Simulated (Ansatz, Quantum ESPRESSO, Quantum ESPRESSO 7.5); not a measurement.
# Screening and band shifts of H-SiC-F chair, 1 layer

How does H-SiC-F chair, 1 layer respond to a gate-like field without added charge?

Main program and level: Quantum ESPRESSO 7.5; plane-wave DFT, PBE, GBRV ultrasoft pseudopotentials (geometry and cross-check by Ansatz 0.2.0 with PAW datasets; geometry under PBE).

**1. Starting point**

The cell holds 4 atoms: 1 F, 1 C, 1 Si and 1 H. Cell: a = 3.086 Å, b = 3.086 Å, c = 20.373 Å, α = 90.0°, β = 90.0°, γ = 120.0°. Vacuum lies along c.

This sheet is a model structure: its symmetry is held, and its stability is not tested here.

**2. Relaxation with Ansatz**

A relaxation in Ansatz fixes the structure of this slab for the runs on it.

The input, input.yaml:

```yaml
crystal:
  lattice:
    - [3.0855, 0.0, 0.0]
    - [-1.54275, 2.6721213834, 0.0]
    - [0.0, 0.0, 20.3733333333]
  atoms:
    - { symbol: F, position: [0.6666666667, 0.3333333333, 0.4172120419] }
    - { symbol: C, position: [0.6666666667, 0.3333333333, 0.4824934555] }
    - { symbol: Si, position: [0.3333333333, 0.6666666667, 0.5130890052] }
    - { symbol: H, position: [0.3333333333, 0.6666666667, 0.5827879581] }
kpoints:
  mp_grid: { grid: [12, 12, 1] }
hamiltonian:
  xc: pbe
scf:
  occupations: { method: fermi_dirac, width: 0.05 }
  convergence: { dr2_threshold: 1.0e-08 }
efield:
  axis: 3
  dipole_correction: true
  ramp_position: 0.97
  ramp_width: 0.04
relax:
  f_tol: 0.01
  cell: { fix: [c, alpha, beta] }
output:
  write_potential: true
  write_density: true
  volumetric_format: npy
```

Command:

```console
> ansatz run input.yaml --threads 2 --pin off --max-ram 4096MiB --backend cpu --events-out ev --progress --plain --runs-dir out
```

Numbers of over 12 decimals in the logs are rounded to 6 here.

Output:

```text
Warning: relax.cell: scf.convergence.dr2_threshold = 1e-8 eV is looser than the 4e-10 eV advised for a relaxation that steers and ends on the stress (1e-10 eV for each atom of the cell: 4). What an SCF threshold leaves in a stress goes as its square root, and in the free energy as the threshold itself, and one threshold admits the most on a small cell: [figures from the program's tests cut] Set scf.convergence.dr2_threshold to 4e-10 eV or tighter. The threshold is an SCF's pass mark: one that does not reach it within its budget of iterations ends unconverged, or closes short of it on a stop that the run arms, and scf.convergence.dr2_threshold's page says what that costs each kind of run
Engine: ansatz 0.2.0, aarch64-unknown-linux-gnu
Pseudopotentials: kind: paw
Pseudopotential: F, paw, valence charge 7, recommended cutoff 420 eV (normal), F.paw.azcp
Pseudopotential: C, paw, valence charge 4, recommended cutoff 420 eV (normal), C.paw.azcp
Pseudopotential: Si, paw, valence charge 4, recommended cutoff 420 eV (normal), Si.paw.azcp
Pseudopotential: H, paw, valence charge 1, recommended cutoff 420 eV (normal), H.paw.azcp
Functional definition: PBE
  parameter kappa = 0.804
  parameter beta = 0.066725
  exchange = pbe_x(kappa = kappa, mu = beta*pi^2/3)
  correlation = pbe_c(beta = beta)
Crystal: 4 atoms, lattice volume = 167.975 Å³
Basis set: ecut = 420 eV, 3297 PW (Γ), exchange–correlation on 48×48×288 points (8 copies of the dense FFT grid, shifted against one another)
Bands: 12, of which v1, the nominal top of the filled ones, is band 8 counted from 1 (7 counted from 0)
Symmetry: 6 space group operations
Space group: P3m1 (ITA 156), of the structure as read, at distance tolerance 5.5e-5 Å
k-points: 19 of 144 (time reversal used)
Non-local potential: F, projectors of the file, l = 0: 2, l = 1: 2, l = 2: 1
Non-local potential: C, projectors of the file, l = 0: 2, l = 1: 2, l = 2: 1
Non-local potential: Si, projectors of the file, l = 0: 2, l = 1: 2, l = 2: 2
Non-local potential: H, projectors of the file, l = 0: 2, l = 1: 1
PAW form: soft (Blöchl's): semilocal exchange-correlation on the pseudo side does not see the compensation charge
PAW one-centre angular grid: F, 110 points (default); XC on 64 Gauss nodes
PAW one-centre angular grid: C, 110 points (default); XC on 64 Gauss nodes
PAW one-centre angular grid: Si, 110 points (default); XC on 64 Gauss nodes
PAW one-centre angular grid: H, 110 points (default); XC on 64 Gauss nodes
Initial density: superposition of atomic densities (neutral atoms: chi_scale 0, normalization atom), corrected by the library's trained network
Initial wavefunctions: pseudopotential atomic-orbital guess
Functional: x = pbe(κ = 0.804, μ = 0.219515), c = pbe(β = 0.066725)
SCF iter   1: F=—  HF=-1709.511548 eV  |F-HF|=—  |Δ(HF+E_count)|=         —  Δρ=5.60e-3  dr2=1.03e-1  ethr=1.77e-3  p=0.052 e·Å  D=5.65e-2 V/Å  ΔV_dip=-1.15 eV  dr2_dipole=1.16e-2  V_vac-E_F(+/−)=3.41/4.56 eV  ⟨swp⟩=8.5  Hψ=1876  notcnv=0
efield: sawtooth ramp at fractional position 0.9700 (set: `efield.ramp_position`, or a place that a band, a saddle search or an elastic batch's reference lends), width 0.0400; the density the first Hamiltonian is built on has a dipole p = 0.052 e·Å; the dipole correction subtracts the counter field D = 5.65e-2 V/Å, which shifts the + side's vacuum level by -1.15 eV against the − side's; the planar-averaged density in the ramp window peaks in size at 1.3e-5 e/Å³
preconditioner: auto → none  [insulator: Δε(μ)=2.570 eV  Ē_g=12.072 eV  σ=0.050 eV  W_gap=1.00  n_scr=10 (ndim 8)  ℏωp=10.7 eV  f_vac=0.707  D(μ)=0.00/eV (n_scr^D=0)  ε∞_Penn≈1.8]
SCF iter   2: F=—  HF=-1709.516986 eV  |F-HF|=—  |Δ(HF+E_count)|=   5.44e-3  Δρ=7.65e-3  dr2=1.48e-1  ethr=6.44e-4  p=0.126 e·Å  D=1.36e-1 V/Å  ΔV_dip=-2.76 eV  dr2_dipole=2.05e-2  V_vac-E_F(+/−)=2.82/5.58 eV  ⟨swp⟩=3.5  Hψ=685  notcnv=0
SCF iter   3: F=—  HF=-1709.484792 eV  |F-HF|=—  |Δ(HF+E_count)|=   3.22e-2  Δρ=1.77e-3  dr2=2.56e-3  ethr=6.44e-4  p=0.086 e·Å  D=9.26e-2 V/Å  ΔV_dip=-1.89 eV  dr2_dipole=5.27e-7  V_vac-E_F(+/−)=3.31/5.19 eV  ⟨swp⟩=3.2  Hψ=522  notcnv=0
SCF iter   4: F=—  HF=-1709.485039 eV  |F-HF|=—  |Δ(HF+E_count)|=   2.48e-4  Δρ=6.16e-4  dr2=4.65e-4  ethr=1.60e-5  p=0.089 e·Å  D=9.56e-2 V/Å  ΔV_dip=-1.95 eV  dr2_dipole=1.57e-5  V_vac-E_F(+/−)=3.34/5.29 eV  ⟨swp⟩=2.4  Hψ=498  notcnv=0
SCF iter   5: F=—  HF=-1709.485200 eV  |F-HF|=—  |Δ(HF+E_count)|=   1.61e-4  Δρ=1.08e-4  dr2=1.30e-5  ethr=2.91e-6  p=0.088 e·Å  D=9.50e-2 V/Å  ΔV_dip=-1.94 eV  dr2_dipole=4.12e-7  V_vac-E_F(+/−)=3.39/5.33 eV  ⟨swp⟩=2.8  Hψ=405  notcnv=0
SCF iter   6: F=—  HF=-1709.485285 eV  |F-HF|=—  |Δ(HF+E_count)|=   8.52e-5  Δρ=3.40e-5  dr2=9.60e-7  ethr=8.11e-8  p=0.088 e·Å  D=9.48e-2 V/Å  ΔV_dip=-1.93 eV  dr2_dipole=4.67e-12  V_vac-E_F(+/−)=3.40/5.33 eV  ⟨swp⟩=2.2  Hψ=397  notcnv=0
SCF iter   7: F=—  HF=-1709.485325 eV  |F-HF|=—  |Δ(HF+E_count)|=   3.91e-5  Δρ=6.00e-6  dr2=4.11e-8  ethr=6.00e-9  p=0.088 e·Å  D=9.47e-2 V/Å  ΔV_dip=-1.93 eV  dr2_dipole=2.94e-9  V_vac-E_F(+/−)=3.40/5.33 eV  ⟨swp⟩=2.0  Hψ=411  notcnv=0
SCF iter   8: F=-1709.485325 eV  HF=-1709.485325 eV  |F-HF|=5.45e-9  |Δ(HF+E_count)|=   8.06e-8  Δρ=1.86e-6  dr2=2.77e-9  ethr=6.25e-11  p=0.088 e·Å  D=9.47e-2 V/Å  ΔV_dip=-1.93 eV  dr2_dipole=1.45e-11  V_vac-E_F(+/−)=3.40/5.33 eV  ⟨swp⟩=9.9  Hψ=1557  notcnv=0
SCF 1 converged in 8 iterations: F = -1709.485325 eV  dr2 = 2.77e-9
  greatest PAW one-centre occupation: 0.933 electrons in one spin orbital (limit 2), on the F atom at site 0 (counted from 0), in its partial waves of l = 0
relax step   1: F+E_penalty+E_count = -1709.48532460 eV  Δ(F+E_penalty+E_count) = +0.000e0 eV  max|allowed force component| = 3.685e0 eV/Å  Δτ_max = 0.0000 Å  P = +3.621 GPa  Ω = 167.975 Å³  fix = [c, alpha, beta]  reactions: c +7.218 GPa  (8 SCF iters, accepted)
Crystal: 4 atoms, lattice volume = 171.410 Å³
Basis set: ecut = 420 eV, 3321 PW (Γ), exchange–correlation on 48×48×288 points (8 copies of the dense FFT grid, shifted against one another)
Initial density: handed on by an earlier stage of this run
Initial wavefunctions: those handed on with the density
iter 1 solved again at ethr=3.67e-4 eV; its pass at ethr=3.10e-3 eV (dr2=5.87e-2 eV) is discarded
SCF iter   1: F=—  HF=-1709.695798 eV  |F-HF|=—  |Δ(HF+E_count)|=         —  Δρ=9.70e-3  dr2=5.91e-2  ethr=3.67e-4  p=0.090 e·Å  D=9.47e-2 V/Å  ΔV_dip=-1.93 eV  dr2_dipole=1.45e-3  V_vac-E_F(+/−)=3.39/5.32 eV  ⟨swp⟩=1.0  Hψ=1903  notcnv=0
[...]
relax step   8: F+E_penalty+E_count = -1709.73920035 eV  Δ(F+E_penalty+E_count) = +2.425e-4 eV  max|allowed force component| = 2.365e-3 eV/Å  Δτ_max = 0.0006 Å  P = +0.008 GPa  Ω = 176.022 Å³  energy of the carried Pulay correction = -4.685e-4 eV  fix = [c, alpha, beta]  reactions: c +0.003 GPa  (6 SCF iters, accepted)
iter 1 solved again at ethr=8.34e-7 eV; its pass at ethr=3.10e-3 eV (dr2=1.34e-4 eV) is discarded
SCF iter   1: F=—  HF=-1709.739283 eV  |F-HF|=—  |Δ(HF+E_count)|=         —  Δρ=3.69e-5  dr2=1.06e-7  ethr=8.34e-7  p=0.113 e·Å  D=1.16e-1 V/Å  ΔV_dip=-2.36 eV  dr2_dipole=9.30e-11  V_vac-E_F(+/−)=3.84/6.20 eV  ⟨swp⟩=3.7  Hψ=2524  notcnv=0
efield: sawtooth ramp at fractional position 0.9700 (set: `efield.ramp_position`, or a place that a band, a saddle search or an elastic batch's reference lends), width 0.0400; the density the first Hamiltonian is built on has a dipole p = 0.113 e·Å; the dipole correction subtracts the counter field D = 1.16e-1 V/Å, which shifts the + side's vacuum level by -2.36 eV against the − side's; the planar-averaged density in the ramp window peaks in size at 6.3e-6 e/Å³
eigensolver tolerance schedule: the retry pair's looser diagonalisation over-reported the residual by 1263.35 of it (diagonalisation noise at 0.52 of the residual, at the tolerance the schedule requests for it); recorded, not acted on — ethr = c·dr2/N_el stays at c = 1.0e-1
preconditioner: auto → none  [insulator: Δε(μ)=2.693 eV  Ē_g=11.217 eV  σ=0.050 eV  W_gap=1.00  n_scr=10 (ndim 8)  ℏωp=10.5 eV  f_vac=0.707  D(μ)=0.00/eV (n_scr^D=0)  ε∞_Penn≈1.9]
SCF iter   2: F=—  HF=-1709.739508 eV  |F-HF|=—  |Δ(HF+E_count)|=   2.25e-4  Δρ=1.80e-5  dr2=3.44e-8  ethr=6.60e-10  p=0.113 e·Å  D=1.16e-1 V/Å  ΔV_dip=-2.36 eV  dr2_dipole=1.41e-9  V_vac-E_F(+/−)=3.84/6.20 eV  ⟨swp⟩=3.4  Hψ=522  notcnv=0
SCF iter   3: F=—  HF=-1709.739594 eV  |F-HF|=—  |Δ(HF+E_count)|=   8.60e-5  Δρ=8.21e-6  dr2=3.58e-8  ethr=2.15e-10  p=0.113 e·Å  D=1.16e-1 V/Å  ΔV_dip=-2.36 eV  dr2_dipole=5.02e-9  V_vac-E_F(+/−)=3.84/6.20 eV  ⟨swp⟩=3.4  Hψ=459  notcnv=0
iter 4 met the thresholds in force, and the SCF goes on: an eigenvalue changes by 47.53 meV, over its tolerance of 3.16 meV (output.eigenvalues, Limitations)
SCF iter   4: F=-1709.739629 eV  HF=-1709.739622 eV  |F-HF|=7.50e-6  |Δ(HF+E_count)|=   2.83e-5  Δρ=2.54e-6  dr2=4.12e-9  ethr=6.25e-11  p=0.113 e·Å  D=1.16e-1 V/Å  ΔV_dip=-2.36 eV  dr2_dipole=7.69e-10  V_vac-E_F(+/−)=3.84/6.20 eV  ⟨swp⟩=11.8  Hψ=1987  notcnv=0
iter 5 met the thresholds in force, and the SCF goes on: an eigenvalue changes by 11.41 meV, over its tolerance of 3.16 meV (output.eigenvalues, Limitations)
SCF iter   5: F=-1709.739629 eV  HF=-1709.739628 eV  |F-HF|=1.08e-6  |Δ(HF+E_count)|=   6.43e-6  Δρ=6.22e-7  dr2=1.72e-10  ethr=2.57e-11  p=0.113 e·Å  D=1.16e-1 V/Å  ΔV_dip=-2.36 eV  dr2_dipole=1.38e-11  V_vac-E_F(+/−)=3.84/6.20 eV  ⟨swp⟩=10.1  Hψ=1797  notcnv=0
Mixer restart at iter 5: flushing history
SCF iter   6: F=-1709.739629 eV  HF=-1709.739629 eV  |F-HF|=8.40e-10  |Δ(HF+E_count)|=   1.08e-6  Δρ=5.83e-7  dr2=7.99e-10  ethr=1.08e-12  p=0.113 e·Å  D=1.16e-1 V/Å  ΔV_dip=-2.36 eV  dr2_dipole=9.34e-11  V_vac-E_F(+/−)=3.84/6.20 eV  ⟨swp⟩=7.9  Hψ=1633  notcnv=0
SCF 9 converged in 6 iterations: F = -1709.739629 eV  dr2 = 7.99e-10
relax step   9: F+E_penalty+E_count = -1709.73962946 eV  Δ(F+E_penalty+E_count) = -4.291e-4 eV  max|allowed force component| = 2.238e-3 eV/Å  Δτ_max = 0.0000 Å  P = +0.010 GPa  Ω = 176.022 Å³  fix = [c, alpha, beta]  reactions: c +0.002 GPa  stress off target by 1.38e-2 GPa on what of the cell is left free  SCF on the basis re-selected at this cell (its energy is not comparable with the rows above)  (6 SCF iters)
basis re-selected at this cell: Δ(F+E_penalty+E_count) = -4.291e-4 eV, ΔP = +0.002 GPa vs the last step (what re-selecting the basis moved, of the pressure what is left beyond the Pulay correction that the steps carried, after the strain that the cell walked since its last selection, with what the two solves' SCF thresholds leave and, on support functions, any second-order correction that the steps lacked; it is no m [...]
WARN: The output density's exchange-correlation potential varies sharply where the density is thin. Do not read a vacuum level from v_tot or v_xc, or from such a field of the output density. On a cell that repeats whose density bears no net charge and no dipole along the vacuum's axis use v_es (v_loc + v_h of the components); under efield.dipole_correction with no amplitude use v_es + v_field, which holds any externa [...]
SCF converged after 6 iterations
an eigenvalue changed by more than its tolerance at an iteration that met the thresholds in force, so the SCF went on 2 times, its first undamped step at iteration 5: the last check found none over its tolerance
Free energy (F): -1709.739629 eV
Harris-Foulkes:  -1709.739629 eV  (|F-HF|=8.40e-10)
Internal energy: -1709.739629 eV  (E = F + TS)
E sigma→0 (E₀):  -1709.739629 eV
Fermi energy:    -2.459155 eV
Dipole field:    D = 0.116016 V/Å  (p = 0.112856 e·Å, saw-weighted, corrected)
Work function:   Φ+ = 3.8360 eV   Φ− = 6.1997 eV
Levels:          The Fermi level and band energies are counted from a zero that moves with the ramp; work functions are not
--- Per-component energies (eV) ---
  E_band       = -184.863991
  E_kinetic    = 349.706951
  E_local      = -6768.474317  (includes V_loc(G=0)·N_el)
  E_nonlocal   = 127.145426
  E_hartree    = 3200.183636
  E_xc         = -191.460709
  E_vxc        = -219.391714  (∫ρ·V_xc dr)
  E_paw        = -812.506061  (= ΣΔE_a)
  E_vpaw       = -75.117316  (= ΣTr[D̂ρ^β])
  E_aug_tail   = 0.000806  (compensation charges beyond the density's cutoff)
  E_efield     = 0.006547  (sawtooth field / dipole correction)
  E_vefield    = 0.899753  (∫n·V_field dr)
  E_ewald      = 2385.658091
  E_smearing   = -0.000000  (= −TS)
  E_closure    = -0.000000  (closes the sum)
  Σ components = -1709.739629   (vs F -1709.739629, Δ=0.00e0)
--- Forces (eV/Å), atoms counted from 1 ---
  atom   1  F     -0.00000000    -0.00000000     0.00035007
  atom   2  C     -0.00000000     0.00000000    -0.00033446
  atom   3  Si     0.00000000    -0.00000000    -0.00223605
  atom   4  H      0.00000000     0.00000000     0.00222781
  max |Σ_I F_I| component: 7.37e-6 eV/Å
--- Stress (GPa, compression-positive) ---
        0.013760      -0.000000      -0.000000
        0.000000       0.013760      -0.000000
       -0.000000      -0.000000       0.002139
  P = ⅓ Tr σ = 0.0099 GPa (0.099 kbar)
--- Band table (eV; the first three rows and the last of 19) ---
  k-point 0: bands = [... 4 lower, -8.1117, -7.9908, -3.8286, -3.8286, -1.1365, 0.7303, 2.0019, 3.0957]
  k-point 1: bands = [... 4 lower, -8.1491, -7.9076, -4.2527, -3.9414, -0.8779, 0.8875, 2.1451, 2.8474]
  k-point 2: bands = [... 4 lower, -8.2500, -7.8446, -5.0931, -4.2118, -0.4191, 1.1576, 2.2528, 2.6758]
  k-point 18: bands = [... 4 lower, -9.7242, -8.3423, -6.6665, -5.7097, 1.1649, 1.1863, 3.9766, 5.0025]
--- Relaxed structure (7 steps of the walk, 7 accepted, 2 SCFs on fresh bases) ---
  F+E_penalty+E_count = -1709.73962946 eV   max|allowed force component| = 2.238e-3 eV/Å   (the final SCF, on the basis selected at the relaxed cell)
  cell:  # Å, volume = 176.0223 Å³
    - [3.158548, 0.0, 0]
    - [-1.579274, 2.735383, 0]
    - [0, 0, 20.3733333333]
  atoms:
    - { symbol: F, position: [0.666667, 0.333333, 0.413527] }
    - { symbol: C, position: [0.666667, 0.333333, 0.483610] }
    - { symbol: Si, position: [0.333333, 0.666667, 0.512433] }
    - { symbol: H, position: [0.333333, 0.666667, 0.586012] }
```

The job ended after 23 s (2 threads of Arm Neoverse V2, shared host; peak memory 0.39 GiB).

Relaxation path:

```
step  energy less that of the first step (eV)  largest force component (eV/Å)  pressure (GPa)  volume (Å³)
   1                                   0.0000                          3.6851            3.62       167.97
   2                                  -0.1952                          1.4927            1.38       171.41
   3                                  -0.2415                          0.4504            0.14       176.03
   4                                  -0.2449                          0.1107           -0.05       175.70
   5                                  -0.2453                          0.0239           -0.03       175.61
   6                                  -0.2454                          0.0013            0.00       175.47
  7*                                  -0.2541                          0.0012            0.08       175.47
   8                                  -0.2539                          0.0024            0.01       176.02
  9*                                  -0.2543                          0.0022            0.01       176.02
```

Relaxation steps marked * repeat the geometry before them on a plane-wave basis chosen anew for their cell, so energy and pressure can jump there.

Forces are held to the 6 operations that the run works with; a distortion that breaks them can't arise in this run.

```
cell as run  before  after  change
      a (Å)   3.086  3.159  +2.4 %
      b (Å)   3.086  3.159  +2.4 %
```

The atoms that moved most (Å, along periodic axes as changes of fractional coordinates times the final cell, across vacuum about the mean position):

```
atom     dx     dy      dz  length
  F1  0.000  0.000  -0.075   0.075
  H4  0.000  0.000   0.066   0.066
  C2  0.000  0.000   0.023   0.023
 Si3  0.000  0.000  -0.013   0.013
```

The relaxed structure:

```cif
data_structure
_symmetry_space_group_name_H-M 'P 1'
_symmetry_Int_Tables_number 1
_cell_length_a 3.1585
_cell_length_b 3.1585
_cell_length_c 20.3733
_cell_angle_alpha 90.000
_cell_angle_beta 90.000
_cell_angle_gamma 120.000
_cell_volume 176.02
loop_
_atom_site_label
_atom_site_type_symbol
_atom_site_fract_x
_atom_site_fract_y
_atom_site_fract_z
_atom_site_occupancy
F1 F 0.66667 0.33333 0.41353 1
C2 C 0.66667 0.33333 0.48361 1
Si3 Si 0.33333 0.66667 0.51243 1
H4 H 0.33333 0.66667 0.58601 1
```

Read from the output:

```
free energy                                                      : -1709.7396 eV
Fermi energy                                                     : -2.459 eV
gap by band count                                                : 2.692 eV
symmetry operations                                              : 6
dipole along the normal                                          : 0.1129 e·Å
vacuum level at the upper face over a Fermi level inside the gap : 3.836 eV
vacuum level at the lower face over a Fermi level inside the gap : 6.200 eV
```

(Continued in part 2 of 6.)

[Logs are printed without paths, hosts, clocks, repeated set-up lines and the standing remarks that a program may print on its own settings, such as how far it seeks lower states.]

[Hosts, paths, dates, database ids (printed as entryN), source tags and the programs' standing remarks are cut or masked in the printed files.]

[Maps of the electrostatic potential energy from Ansatz leave out the sawtooth potential of an applied field or a dipole correction, so their vacuum need not be flat; planar profiles and work functions include it.]
